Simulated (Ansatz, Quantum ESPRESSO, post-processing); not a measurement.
# Work-function anisotropy of K, part 7 of 7

Wanted: work functions of K face by face, under two functionals.

Quantum ESPRESSO 7.5; plane-wave DFT, PBE, GBRV ultrasoft pseudopotentials; geometry and cross-check by Ansatz 0.2.0 with PAW datasets.

So far. Step 11 (Potential by pp.x of (100)): On (100) the work function under LDA lies +0.13 eV from PBE's. Step 12 (Geometry from Ansatz of (111)):  Held were the atoms numbered 3, 4, 5, 6 and 7; the forces quoted are those on the free ones.

## Step 15: SCF with pw.x of (111), LDA

Level of this step: plane-wave DFT, LDA, GBRV ultrasoft pseudopotentials (Quantum ESPRESSO 7.5).

File 111.lda.in:

```
&control
  prefix = '111.lda'
  outdir = './out'
  pseudo_dir = './pseudo'
  calculation = 'scf'
  tprnfor = .true.
/
&system
  ibrav = 0
  nat = 9
  ntyp = 1
  ecutwfc = 40
  ecutrho = 200
  occupations = 'smearing'
  smearing = 'mv'
  degauss = 0.02
/
&electrons
  conv_thr = 1e-07
  mixing_beta = 0.4
  electron_maxstep = 120
  mixing_mode = 'local-TF'
/
ATOMIC_SPECIES
  K   39.0983  k_lda_v1.4.uspp.F.UPF
CELL_PARAMETERS angstrom
  7.39633693121834 0.00000000000000 0.00000000000000
  3.69816846560917 6.40541567738412 0.00000000000000
  0.00000000000000 0.00000000000000 28.07816763140000
ATOMIC_POSITIONS crystal
  K   0.333333333333 0.333333333333 0.288881700940
  K   0.666666666667 0.666666666667 0.341350895721
  K   0.000000000000 0.000000000000 0.392459438700
  K   0.333333333333 0.333333333333 0.446229719300
  K   0.666666666667 0.666666666667 0.500000000000
  K   0.000000000000 0.000000000000 0.553770280700
  K   0.333333333333 0.333333333333 0.607540561300
  K   0.666666666667 0.666666666667 0.658649272755
  K   -0.000000000000 0.000000000000 0.711118465112
K_POINTS automatic
  6 6 1 0 0 0
```

Run with:

```console
OMP_NUM_THREADS=1 mpirun -n 4 pw.x -nk 2 -in 111.lda.in > 111.lda.out
```

What it wrote:

```text
[banner, memory and clock lines left out]
Program PWSCF v.7.5 starts
[...]
Message from routine setup:
[...]
number of electrons       =        81.00
     number of Kohn-Sham states=           49
     kinetic-energy cutoff     =      40.0000  Ry
     charge density cutoff     =     200.0000  Ry
[...]
number of k points=     7  Marzari-Vanderbilt smearing, width (Ry)=  0.0200
[...]
Dense  grid:   428975 G-vectors     FFT dimensions: (  72,  72, 240)
[...]
negative rho (up, down):  4.270E-04 0.000E+00
     Starting wfcs are   72 randomized atomic wfcs
[...]
negative rho (up, down):  8.258E-03 0.000E+00
[...]
estimated scf accuracy    <       1.78248494 Ry
[...]
negative rho (up, down):  8.271E-02 0.000E+00
[...]
estimated scf accuracy    <       1.23218708 Ry
[...]
negative rho (up, down):  9.715E-02 0.000E+00
[...]
estimated scf accuracy    <       0.41619614 Ry
[...]
negative rho (up, down):  9.954E-02 0.000E+00
[...]
estimated scf accuracy    <       1.09851751 Ry
[...]
negative rho (up, down):  1.012E-01 0.000E+00
[...]
estimated scf accuracy    <       0.01822445 Ry
[...]
negative rho (up, down):  1.011E-01 0.000E+00
[...]
estimated scf accuracy    <       0.09056172 Ry
[...]
negative rho (up, down):  9.996E-02 0.000E+00
[...]
estimated scf accuracy    <       0.08707074 Ry
[...]
negative rho (up, down):  8.068E-02 0.000E+00
[...]
estimated scf accuracy    <       0.06481954 Ry
[...]
negative rho (up, down):  7.070E-02 0.000E+00
[...]
estimated scf accuracy    <       0.01014555 Ry
[...]
negative rho (up, down):  3.386E-02 0.000E+00
[...]
estimated scf accuracy    <       0.00518527 Ry
[...]
negative rho (up, down):  2.766E-02 0.000E+00
[...]
estimated scf accuracy    <       0.08515612 Ry
[...]
negative rho (up, down):  2.247E-02 0.000E+00
[...]
estimated scf accuracy    <       0.00965745 Ry
[...]
negative rho (up, down):  1.036E-02 0.000E+00
[...]
estimated scf accuracy    <       0.00152333 Ry
[...]
negative rho (up, down):  4.472E-03 0.000E+00
[...]
estimated scf accuracy    <       0.00257462 Ry
[...]
negative rho (up, down):  9.098E-04 0.000E+00
[...]
estimated scf accuracy    <       0.00003996 Ry
[...]
negative rho (up, down):  4.506E-04 0.000E+00
[...]
estimated scf accuracy    <       0.00002037 Ry
[...]
negative rho (up, down):  4.219E-04 0.000E+00
[...]
estimated scf accuracy    <       0.00000643 Ry
[...]
negative rho (up, down):  1.083E-04 0.000E+00
[...]
estimated scf accuracy    <       0.00002297 Ry
[...]
negative rho (up, down):  8.069E-05 0.000E+00
[...]
estimated scf accuracy    <       0.00000029 Ry
[...]
negative rho (up, down):  3.807E-05 0.000E+00
[...]
estimated scf accuracy    <       0.00000018 Ry
[...]
negative rho (up, down):  6.331E-05 0.000E+00
[...]
estimated scf accuracy    <       0.00000027 Ry
[...]
negative rho (up, down):  6.717E-05 0.000E+00
[...]
the Fermi energy is    -0.3124 ev
!    total energy              =    -512.57855951 Ry
     estimated scf accuracy    <       0.00000003 Ry
     smearing contrib. (-TS)   =      -0.00330179 Ry
     internal energy E=F+TS    =    -512.57525772 Ry
[...]
one-electron contribution =   -1527.22494209 Ry
     hartree contribution      =     759.93729281 Ry
     xc contribution           =     -78.92446357 Ry
     ewald contribution        =     333.63685513 Ry
     convergence has been achieved in  22 iterations
     negative rho (up, down):  6.717E-05 0.000E+00
[...]
Total force =     0.006206     Total SCF correction =     0.000045
[...]
```

Wall time 4.6 min (4 MPI ranks of Arm Neoverse V2, shared host); peak memory 2.3 GiB; 18 min of CPU time.

This step gave:

| Item | Value |
| --- | --- |
| free energy | -6973.9866 eV |
| Fermi energy | -0.3124 eV |

## Step 16: Potential by pp.x of (111)

File 111.lda.pot.in:

```
&inputpp
  prefix = '111.lda'
  outdir = './out'
  filplot = '111.lda.pot.dat'
  plot_num = 11
/
```

Run with:

```console
OMP_NUM_THREADS=1 mpirun -n 4 pp.x -in 111.lda.pot.in > 111.lda.pot.out
```

Elapsed: 1.7 s, on 4 MPI ranks; peak memory 0.38 GiB; 6.4 s of CPU time.

This step gave:

```
work function of the upper face                                       : 2.309 eV
slope of the potential above                                          : 0.001506 eV/Å
upper vacuum line continued to the top atoms, over the Fermi level    : 2.301 eV
work function of the lower face                                       : 2.309 eV
slope of the potential below                                          : -0.001100 eV/Å
lower vacuum line continued to the bottom atoms, over the Fermi level : 2.303 eV
```

On (111) the work function under LDA lies +0.13 eV from PBE's.

## Step 17: The series side by side

All levels:

```
     level  work function (eV)  Ansatz, PBE (eV)  CPU time (s)
(110), PBE               2.367             2.389          1226
(110), LDA               2.501                 -          1282
(100), PBE               2.205             2.242         388.4
(100), LDA               2.333                 -         449.6
(111), PBE               2.176             2.212          1187
(111), LDA               2.309                 -          1104
```

## Step 18: The arithmetic

For (110) under PBE, on the run's own zero: φ = 2.953 − (0.586) = 2.367 eV.

## Step 19: Summary of results

```
work function of (110), PBE : 2.37 eV
work function of (110), LDA : 2.50 eV
work function of (100), PBE : 2.20 eV
work function of (100), LDA : 2.33 eV
work function of (111), PBE : 2.18 eV
work function of (111), LDA : 2.31 eV
```

**Reading.** Under PBE the work functions are 2.37 eV on (110), 2.20 eV on (100) and 2.18 eV on (111). In order of packing, from 19.34 to 47.38 Å² an atom, the faces are (110), (100) and (111). The work function falls in the same order, as Smoluchowski's picture of charge smoothing over rough faces expects, though faces within 0.08 eV of each other are not told apart by these slabs. LDA lies +0.13 to +0.13 eV from PBE on the same atoms, nearly a rigid shift. The top two spacings change by -0.0 and -0.0 % on (110), +4.1 and +2.4 % on (100) and -2.4 and -4.9 % on (111). Ansatz, with Fermi-Dirac smearing and its own datasets, agrees within 0.04 eV under PBE. The slabs are thin and unreconstructed, at the tabulated lattice constant; thickness and mesh leave some 0.05 to 0.1 eV open.

Calculation against experiment:

| quantity | measured | (110), PBE | (100), PBE | (111), PBE |
| --- | --- | --- | --- | --- |
| work function, loosely compared (polycrystalline sample, no single face) (eV) | 2.29 | 2.37 (+0.08 eV) | 2.20 (-0.09 eV) | 2.18 (-0.11 eV) |

Measured values from arxiv:1902.07811 (2019).

**Verdict.** A polycrystal averages over faces, so this is a loose comparison.

[Logs are printed without paths, hosts, clocks, repeated set-up lines and the standing remarks that a program may print on its own settings, such as how far it seeks lower states.]

[Hosts, paths, dates, database ids (printed as entryN), source tags and the programs' standing remarks are cut or masked in the printed files.]

[Maps of the electrostatic potential energy from Ansatz leave out the sawtooth potential of an applied field or a dipole correction, so their vacuum need not be flat; planar profiles and work functions include it.]
